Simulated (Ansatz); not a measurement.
**KBr (Fm-3m): lattice thermal conductivity**

How well does the lattice of KBr conduct heat?

What experiment has found for this phase:
- thermal conductivity 3.4 W/m/K near room temperature (given in “Combining the AFLOW GIBBS and Elastic Libraries to efficiently and robustly screen thermo-mechanical properties of solids”, 2017, arXiv:1611.05714)
- thermal conductivity 3.4 W/m/K near room temperature (given in “Predicting the lattice thermal conductivity of solids by solving the Boltzmann transport equation: AFLOW - AAPL an automated, accurate and efficient framework”, 2017, arXiv:1611.05481)

Method: DFT r2SCAN, scalar-relativistic, plane waves, PAW; PAW set soft_1, in Ansatz 0.2.0.

### 1. The starting structure

The structure is cubic, space group Fm-3m (No. 225). The conventional cell has a = 6.600 Å, b = 6.600 Å, c = 6.600 Å, α = 90.00°, β = 90.00°, γ = 90.00°. Nearest to K lie 6 Br at 3.30 Å. Nearest to Br lie 6 K at 3.30 Å. Farther neighbours and most contacts between anions are not listed.

Structure file:

```cif
data_structure
_symmetry_space_group_name_H-M 'P 1'
_symmetry_Int_Tables_number 1
_cell_length_a 4.6669
_cell_length_b 4.6669
_cell_length_c 4.6669
_cell_angle_alpha 60.000
_cell_angle_beta 60.000
_cell_angle_gamma 60.000
_cell_volume 71.87
loop_
_atom_site_label
_atom_site_type_symbol
_atom_site_fract_x
_atom_site_fract_y
_atom_site_fract_z
_atom_site_occupancy
K1 K 0.00000 0.00000 0.00000 1
Br2 Br 0.50000 0.50000 0.50000 1
```

### 2. A first coarse run

A cheap single point shows whether the cell is a metal or an insulator and how far it is from rest; that sets the k-mesh and the occupations of what follows.

The input, input.yaml:

```yaml
crystal:
  lattice:
    - [0.0, 3.3, 3.3]
    - [3.3, 0.0, 3.3]
    - [3.3, 3.3, 0.0]
  atoms:
    - { symbol: K, position: [0.0, 0.0, 0.0] }
    - { symbol: Br, position: [0.5, 0.5, 0.5] }
kpoints:
  mp_grid: { grid: [6, 6, 6] }
hamiltonian:
  xc: r2scan
  pseudopotentials: { kind: paw, azcp: { folder: soft_1 } }
scf:
  occupations: { method: gaussian, width: 0.1 }
  lower_state_search: "off"
output:
  forces: true
  stress: true
  eigenvalues: true
```

On the command line:

```bash
$ ansatz run input.yaml --threads 18 --pin off --max-ram 92160MiB --backend cuda --events-out ev --progress --plain --runs-dir out
```

Numbers of over 12 decimals in the logs are rounded to 6 here.

What it wrote:

```text
Engine: ansatz 0.2.0, aarch64-unknown-linux-gnu
Pseudopotentials: kind: paw
Pseudopotential: K, paw, valence charge 9, recommended cutoff 500 eV (meta_gga), soft_1/K.paw.azcp
Pseudopotential: Br, paw, valence charge 7, recommended cutoff 500 eV (meta_gga), soft_1/Br.paw.azcp
Functional definition: r2SCAN
  parameter k0 = 0.174
  parameter k1 = 0.065
  parameter a1 = 4.9479
  exchange = r2scan_x(k0 = k0, k1 = k1, a1 = a1)
  correlation = r2scan_c
device memory: the entry about to start is reckoned to put 1.1 GiB on a device that reports 182.5 GiB free
GPU FFT provider: cuFFT
GPU libraries: cuBLAS 13.8.1, cuFFT 12.4.0, cuSOLVER 12.3.2
GPU matrix products: emulated (plane waves: as basis.precision tells), large ones in fixed point in workspaces of 1.00 GiB
Crystal: 2 atoms, lattice volume = 71.874 Å³
Basis set: ecut = 500 eV, 1837 PW (Γ), exchange–correlation on 144×144×144 points (64 copies of the dense FFT grid, shifted against one another)
Bands: 12, of which v1, the nominal top of the filled ones, is band 8 counted from 1 (7 counted from 0)
Symmetry: 48 space group operations
Space group: Fm-3m (ITA 225), of the structure as read, at distance tolerance 4.2e-5 Å
k-points: 16 of 216
Non-local potential: K, projectors of the file, l = 0: 3, l = 1: 2, l = 2: 2
Non-local potential: Br, projectors of the file, l = 0: 2, l = 1: 2, l = 2: 2
PAW form: soft (Blöchl's): semilocal exchange-correlation on the pseudo side does not see the compensation charge
PAW frozen core: K, regenerated for the run's functional (the file was generated under x = pbe(κ = 0.804, μ = 0.219515), c = pbe(β = 0.066725))
PAW frozen core: Br, regenerated for the run's functional (the file was generated under x = pbe(κ = 0.804, μ = 0.219515), c = pbe(β = 0.066725))
PAW one-centre angular grid: K, 302 points (default); XC on 160 Gauss nodes
PAW one-centre angular grid: Br, 302 points (default); XC on 160 Gauss nodes
Initial density: superposition of atomic densities (chi_scale 0.1, normalization cell, long waves kept (reshape's long-wave potential 0.00 eV rms))
Initial wavefunctions: pseudopotential atomic-orbital guess
GPU buffer pool allocated for 46656 grid points (all kernels)
GPU transforms: local potential and band sums: pruned to the plane-wave sphere, on 36×36×36
Functional: x = r2scan, c = r2scan; τ floored in thin density (d = 2e-4 eV/Å³)
SCF iter   1: F=-4338.825661 eV  HF=-4339.887479 eV  |F-HF|=1.06e0  |Δ(HF+E_count)|=         —  Δρ=3.31e-2  dr2=1.27e0  dr2_τ=3.88e-2  ethr=3.10e-3  ⟨swp⟩=5.6  Hψ=1257  notcnv=0
preconditioner: auto → none  [insulator: Δε(μ)=4.162 eV  Ē_g=15.665 eV  σ=0.100 eV  W_gap=1.00  n_scr=14 (ndim 8)  ℏωp=16.4 eV  f_vac=0.000  D(μ)=0.00/eV (n_scr^D=0)  ε∞_Penn≈2.1]
SCF iter   2: F=-4339.316045 eV  HF=-4339.329276 eV  |F-HF|=1.32e-2  |Δ(HF+E_count)|=   5.58e-1  Δρ=7.80e-3  dr2=6.11e-2  dr2_τ=3.27e-2  ethr=3.10e-3  ⟨swp⟩=3.1  Hψ=628  notcnv=0
SCF iter   3: F=-4339.325305 eV  HF=-4339.322685 eV  |F-HF|=2.62e-3  |Δ(HF+E_count)|=   6.59e-3  Δρ=3.77e-3  dr2=8.01e-3  dr2_τ=1.57e-3  ethr=3.82e-4  ⟨swp⟩=2.0  Hψ=407  notcnv=0
SCF iter   4: F=-4339.325834 eV  HF=-4339.325733 eV  |F-HF|=1.01e-4  |Δ(HF+E_count)|=   3.05e-3  Δρ=6.71e-4  dr2=4.16e-4  dr2_τ=1.41e-4  ethr=5.01e-5  ⟨swp⟩=2.9  Hψ=362  notcnv=0
SCF iter   5: F=-4339.325902 eV  HF=-4339.325898 eV  |F-HF|=4.44e-6  |Δ(HF+E_count)|=   1.65e-4  Δρ=8.81e-5  dr2=3.78e-6  dr2_τ=3.72e-7  ethr=2.60e-6  ⟨swp⟩=2.0  Hψ=368  notcnv=0
SCF iter   6: F=-4339.325924 eV  HF=-4339.325924 eV  |F-HF|=7.31e-9  |Δ(HF+E_count)|=   2.66e-5  Δρ=8.49e-6  dr2=5.48e-8  dr2_τ=3.41e-9  ethr=6.25e-10  ⟨swp⟩=5.2  Hψ=1220  notcnv=0
SCF iter   7: F=-4339.325924 eV  HF=-4339.325924 eV  |F-HF|=1.24e-9  |Δ(HF+E_count)|=   1.61e-8  Δρ=1.74e-6  dr2=5.59e-10  dr2_τ=1.39e-10  ethr=3.43e-10  ⟨swp⟩=3.0  Hψ=667  notcnv=0
SCF 1 converged in 7 iterations: F = -4339.325924 eV  dr2 = 5.59e-10
  greatest PAW one-centre occupation: 0.989 electrons in one spin orbital (limit 2), on the K atom at site 0 (counted from 0), in its partial waves of l = 0
SCF converged after 7 iterations
Free energy (F): -4339.325924 eV
Harris-Foulkes:  -4339.325924 eV  (|F-HF|=1.24e-9)
Internal energy: -4339.325924 eV  (E = F + TS)
E sigma→0 (E₀):  -4339.325924 eV
Fermi energy:    3.212887 eV
--- Per-component energies (eV) ---
  E_band       = -144.330711
  E_kinetic    = 387.708652
  E_local      = -818.524461  (includes V_loc(G=0)·N_el)
  E_nonlocal   = 63.702417
  E_hartree    = 271.763374
  E_xc         = -319.182719
  E_vxc        = -308.006649  (∫ρ·V_xc dr)
  E_paw        = -3124.452960  (= ΣΔE_a)
  E_vpaw       = -29.920008  (= ΣTr[D̂ρ^β])
  E_aug_tail   = -0.000004  (compensation charges beyond the density's cutoff)
  E_vtau       = 17.182437  (kinetic-family band-sum trace: ∫τ·v_τ [+ j·A + Jᵃ·Aᵃ] dr)
  E_ewald      = -799.985846
  E_core_change = -0.354379  (= ΣΔE_core)
  E_smearing   = -0.000000  (= −TS)
  E_closure    = -0.000000  (closes the sum)
  Σ components = -4339.325924   (vs F -4339.325924, Δ=0.00e0)
--- Forces (eV/Å), atoms counted from 1 ---
  atom   1  K      0.00000000     0.00000000     0.00000000
  atom   2  Br    -0.00000000     0.00000000    -0.00000000
  max |Σ_I F_I| component: 5.17e-26 eV/Å
--- Stress (GPa, compression-positive) ---
        0.067771      -0.000000       0.000000
        0.000000       0.067771      -0.000000
       -0.000000       0.000000       0.067771
  P = ⅓ Tr σ = 0.0678 GPa (0.678 kbar)
--- Band table (eV; the first three rows and the last of 16) ---
  k-point 0: bands = [... 4 lower, -10.8445, 0.6733, 0.6733, 0.6733, 5.7503, 8.9079, 8.9079, 8.9079]
  k-point 1: bands = [... 4 lower, -10.7794, 0.3190, 0.5860, 0.5860, 6.4014, 8.7256, 9.2458, 9.2458]
  k-point 2: bands = [... 4 lower, -10.6598, -0.2520, 0.4213, 0.4213, 7.4671, 8.9927, 10.1510, 10.1510]
  k-point 15: bands = [... 4 lower, -10.7833, -0.0403, 0.2023, 0.2223, 7.7855, 9.4377, 9.5500, 10.7676]
```

It took 2 s on 1 × NVIDIA GB200 with 18 threads of Arm Neoverse V2, shared host; peak memory 1.1 GiB.

This step gave:

```yaml
pressure: 0.06777 GPa
gap_on_the_k_mesh: 5.077 eV
volume_per_atom: 35.94 Å³/atom
```

The start is under 0.068 GPa at this level and looks like an insulator or semiconductor on this mesh.

### 3. Relaxation

Phonons are second derivatives about a minimum, so cell and atoms are relaxed first, inside the symmetry of the start.

input.yaml, the sections that differ from step 2:

```yaml
scf:
  occupations: { method: gaussian, width: 0.02 }
  lower_state_search: "off"
relax:
  adjacent_minimum: "off"
  f_tol: 0.005
  max_steps: 80
  cell: { stress_tol: 0.05 }
# crystal, kpoints, hamiltonian, output: as in step 2
```

What it wrote:

```text
[...]
Crystal: 2 atoms, lattice volume = 71.874 Å³
Basis set: ecut = 500 eV, 1837 PW (Γ), exchange–correlation on 144×144×144 points (64 copies of the dense FFT grid, shifted against one another)
Bands: 12, of which v1, the nominal top of the filled ones, is band 8 counted from 1 (7 counted from 0)
Symmetry: 48 space group operations
[...]
k-points: 16 of 216
[...]
SCF iter   1: F=-4338.825835 eV  HF=-4339.887520 eV  |F-HF|=1.06e0  |Δ(HF+E_count)|=         —  Δρ=3.31e-2  dr2=1.27e0  dr2_τ=3.88e-2  ethr=3.10e-3  ⟨swp⟩=6.1  Hψ=1325  notcnv=0
[...]
SCF iter   2: F=-4339.316059 eV  HF=-4339.329296 eV  |F-HF|=1.32e-2  |Δ(HF+E_count)|=   5.58e-1  Δρ=7.80e-3  dr2=6.11e-2  dr2_τ=3.26e-2  ethr=3.10e-3  ⟨swp⟩=3.0  Hψ=622  notcnv=0
[...]
SCF iter   7: F=-4339.325924 eV  HF=-4339.325924 eV  |F-HF|=1.24e-9  |Δ(HF+E_count)|=   1.62e-8  Δρ=1.74e-6  dr2=5.56e-10  dr2_τ=1.39e-10  ethr=3.41e-10  ⟨swp⟩=3.0  Hψ=667  notcnv=0
SCF 1 converged in 7 iterations: F = -4339.325924 eV  dr2 = 5.56e-10
[...]
relax step   1: F+E_penalty+E_count = -4339.32592423 eV  Δ(F+E_penalty+E_count) = +0.000e0 eV  max|allowed force component| = 1.831e-26 eV/Å  Δτ_max = 0.0000 Å  P = +0.068 GPa  Ω = 71.874 Å³  (7 SCF iters, dr2 threshold 1.00e-7 eV, accepted)
[...]
Crystal: 2 atoms, lattice volume = 72.023 Å³
[...]
iter 1 solved again at ethr=7.53e-9 eV; its pass at ethr=3.10e-3 eV (dr2=1.20e-6 eV) is discarded
[...]
SCF iter   2: F=-4339.325958 eV  HF=-4339.325958 eV  |F-HF|=2.77e-7  |Δ(HF+E_count)|=   5.84e-5  Δρ=1.81e-5  dr2=5.04e-7  dr2_τ=1.89e-8  ethr=7.53e-9  ⟨swp⟩=2.0  Hψ=356  notcnv=0
[...]
SCF iter   5: F=-4339.325958 eV  HF=-4339.325958 eV  |F-HF|=4.82e-11  |Δ(HF+E_count)|=   2.28e-8  Δρ=6.49e-7  dr2=4.45e-10  dr2_τ=5.42e-11  ethr=7.18e-11  ⟨swp⟩=3.1  Hψ=795  notcnv=0
SCF 2 converged in 5 iterations: F = -4339.325958 eV  dr2 = 4.45e-10
relax step   2: F+E_penalty+E_count = -4339.32595784 eV  Δ(F+E_penalty+E_count) = -3.361e-5 eV  max|allowed force component| = 3.188e-25 eV/Å  Δτ_max = 0.0000 Å  P = +0.034 GPa  Ω = 72.023 Å³  energy of the carried Pulay correction = -1.375e-5 eV  (5 SCF iters, dr2 threshold 1.15e-8 eV, accepted)
[...]
SCF iter   1: F=-4339.325958 eV  HF=-4339.325958 eV  |F-HF|=5.84e-9  |Δ(HF+E_count)|=         —  Δρ=3.72e-6  dr2=1.69e-9  dr2_τ=4.16e-9  ethr=1.64e-7  ⟨swp⟩=3.1  Hψ=1949  notcnv=0
eigensolver tolerance schedule: the retry pair's looser diagonalisation over-reported the residual by 15516.53 of it (diagonalisation noise at 4.54 of the residual, at the tolerance the schedule requests for it); recorded, not acted on — ethr = c·dr2/N_el stays at c = 1.0e-1
[...]
SCF iter   2: F=-4339.325981 eV  HF=-4339.325981 eV  |F-HF|=5.96e-10  |Δ(HF+E_count)|=   2.21e-5  Δρ=1.67e-6  dr2=2.02e-10  dr2_τ=3.10e-10  ethr=1.06e-11  ⟨swp⟩=3.0  Hψ=437  notcnv=0
[...]
SCF iter   4: F=-4339.325981 eV  HF=-4339.325981 eV  |F-HF|=1.82e-12  |Δ(HF+E_count)|=  1.64e-10  Δρ=4.63e-8  dr2=3.41e-13  dr2_τ=9.15e-13  ethr=1.00e-12  ⟨swp⟩=5.4  Hψ=969  notcnv=0
SCF 3 converged in 4 iterations: F = -4339.325981 eV  dr2 = 3.41e-13
relax step   3: F+E_penalty+E_count = -4339.32598060 eV  Δ(F+E_penalty+E_count) = -2.275e-5 eV  max|allowed force component| = 1.388e-28 eV/Å  Δτ_max = 0.0000 Å  P = +0.034 GPa  Ω = 72.023 Å³  stress off target by 3.44e-2 GPa  SCF on the basis re-selected at this cell (its energy is not comparable with the rows above)  (4 SCF iters)
basis re-selected at this cell: Δ(F+E_penalty+E_count) = -2.275e-5 eV, ΔP = +0.000 GPa vs the last step (what re-selecting the basis moved, of the pressure what is left beyond the Pulay correction that the steps carried, after the strain that the cell walked since its last selection, with what the two solves' SCF thresholds leave and, on support functions, any second-order correction that the steps lacked; it is no m [...]
SCF converged after 4 iterations
Free energy (F): -4339.325981 eV
[...]
Internal energy: -4339.325981 eV  (E = F + TS)
E sigma→0 (E₀):  -4339.325981 eV
Fermi energy:    3.194951 eV
[...]
--- Stress (GPa, compression-positive) ---
        0.034350       0.000000      -0.000000
        0.000000       0.034350      -0.000000
       -0.000000      -0.000000       0.034350
  P = ⅓ Tr σ = 0.0344 GPa (0.344 kbar)
--- Band table (eV; the first three rows and the last of 16) ---
  k-point 0: bands = [... 4 lower, -10.8627, 0.6593, 0.6593, 0.6593, 5.7305, 8.8937, 8.8937, 8.8937]
  k-point 1: bands = [... 4 lower, -10.7980, 0.3064, 0.5725, 0.5725, 6.3803, 8.7108, 9.2309, 9.2309]
  k-point 2: bands = [... 4 lower, -10.6788, -0.2626, 0.4086, 0.4086, 7.4469, 8.9736, 10.1342, 10.1342]
  k-point 15: bands = [... 4 lower, -10.8018, -0.0523, 0.1902, 0.2097, 7.7717, 9.4152, 9.5305, 10.7455]
--- Relaxed structure (2 steps of the walk, 2 accepted, 1 SCFs on fresh bases) ---
  F+E_penalty+E_count = -4339.32598060 eV   max|allowed force component| = 1.388e-28 eV/Å   (the final SCF, on the basis selected at the relaxed cell)
  cell:  # Å, volume = 72.0228 Å³
    - [0, 3.302276, 3.302276]
    - [3.302276, 0, 3.302276]
    - [3.302276, 3.302276, 0]
  atoms:
    - { symbol: K, position: [0, 0, 0] }
    - { symbol: Br, position: [0.500000, 0.500000, 0.500000] }
```

The job ended after 2.7 s (1 × NVIDIA GB200 with 18 threads; peak memory 1.1 GiB).

Little changed from the start: no atom moved by 0.005 Å and no cell edge by 0.1 %.

This step gave:

```
pressure          : 0.03435 GPa
gap on the k-mesh : 5.071 eV
volume per atom   : 36.01 Å³/atom
```

### 4. Tight relaxation

The thresholds are tightened for a last relaxation ahead of the phonons, and where mesh or smearing change with them the cell follows.

input.yaml, the sections that differ from step 3:

```yaml
crystal:
  lattice:
    - [0.0, 3.3022760649, 3.3022760649]
    - [3.3022760649, 0.0, 3.3022760649]
    - [3.3022760649, 3.3022760649, 0.0]
  atoms:
    - { symbol: K, position: [0.0, 0.0, 0.0] }
    - { symbol: Br, position: [0.5, 0.5, 0.5] }
scf:
  occupations: { method: fixed }
  lower_state_search: "off"
relax:
  adjacent_minimum: "off"
  f_tol: 0.001
  max_steps: 60
  cell: { stress_tol: 0.01 }
# kpoints, hamiltonian, output: as in step 3
```

What it wrote:

```text
[...]
Crystal: 2 atoms, lattice volume = 72.023 Å³
Basis set: ecut = 500 eV, 1837 PW (Γ), exchange–correlation on 144×144×144 points (64 copies of the dense FFT grid, shifted against one another)
Bands: 12, of which v1, the nominal top of the filled ones, is band 8 counted from 1 (7 counted from 0)
Symmetry: 48 space group operations
[...]
k-point 15: bands = [... 4 lower, -10.8208, -0.0646, 0.1777, 0.1966, 7.7575, 9.3919, 9.5103, 10.7227]
--- Relaxed structure (3 steps of the walk, 3 accepted, 1 SCFs on fresh bases) ---
[...]
cell:  # Å, volume = 72.1769 Å³
    - [0, 3.304630, 3.304630]
    - [3.304630, 0, 3.304630]
    - [3.304630, 3.304630, 0]
  atoms:
    - { symbol: K, position: [0, 0, 0] }
    - { symbol: Br, position: [0.5, 0.5, 0.5] }
[key lines of the parts left out:]
SCF converged after 5 iterations
Free energy (F): -4339.325993 eV
Fermi energy:    0.644952 eV
P = ⅓ Tr σ = 0.0002 GPa (0.002 kbar)
```

Elapsed: 2.8 s, on 1 × NVIDIA GB200 with 18 threads; peak memory 1.1 GiB.

Little changed from the start: no atom moved by 0.005 Å and no cell edge by 0.1 %.

Numbers from this step:

```
pressure          : 1.52e-4 GPa
gap on the k-mesh : 5.065 eV
volume per atom   : 36.09 Å³/atom
```

The residual pressure is 1.5e-4 GPa, small enough for phonons.

### 5. A faulty attempt

This input was changed on purpose, to see how the program answers.

The input, input.yaml:

```yaml
crystal:
  lattice:
    - [0.0, 3.3046298245, 3.3046298245]
    - [3.3046298245, 0.0, 3.3046298245]
    - [3.3046298245, 3.3046298245, 0.0]
  atoms:
    - { symbol: K, position: [0.0, 0.0, 0.0] }
    - { symbol: Br, position: [0.5, 0.5, 0.5] }
kpoints:
  mp_grid: { grid: [6, 6, 6] }
hamiltonian:
  xc: r2scan
  pseudopotentials: { kind: paw, azcp: { folder: soft_1 } }
scf:
  occupations: { method: fixed }
  lower_state_search: "off"
  max_iter: 50
output:
  eigenvalues: true
phonons:
  supercell: [2, 2, 2]
  dielectric: false
  third_order: { supercell: [2, 2, 2], pair_cutoff: 3.455 }
  lattice_thermal_conductivity:
    qmesh: [9, 9, 9]
    temperatures: [300]
    isotope_mass_variance:
      - { species: Br, variance: 0.0001563 }
      - { species: K, variance: 0.000164 }
    delta_function: { method: gaussian }
```

What it wrote:

```text
Error: invalid value for `phonons.lattice_thermal_conductivity.delta_function.standard_deviation`: required by method: gaussian — the width has no default, since the result must be converged in it; set standard_deviation (e.g. 0.4 meV), or use method: tetrahedron, which has no width
```

It took 0.03 s on 18 threads; peak memory 0.035 GiB.

The input was rejected at the start.

The program's message: “Error: invalid value for `phonons.lattice_thermal_conductivity.delta_function.standard_deviation`: required by method: gaussian — the width has no default, since the result must be converged in it; se …”

The fault put into the input: a Gaussian without its width.

(Part 1 of 2 ends here.)

[Logs are printed without paths, hosts, clocks, repeated set-up lines and the standing remarks that a program may print on its own settings, such as how far it seeks lower states.]

[Hosts, paths, dates, database ids (printed as entryN), source tags and the programs' standing remarks are cut or masked in the printed files.]

[A step with changed settings may run another functional than the one named; its input shows which.]
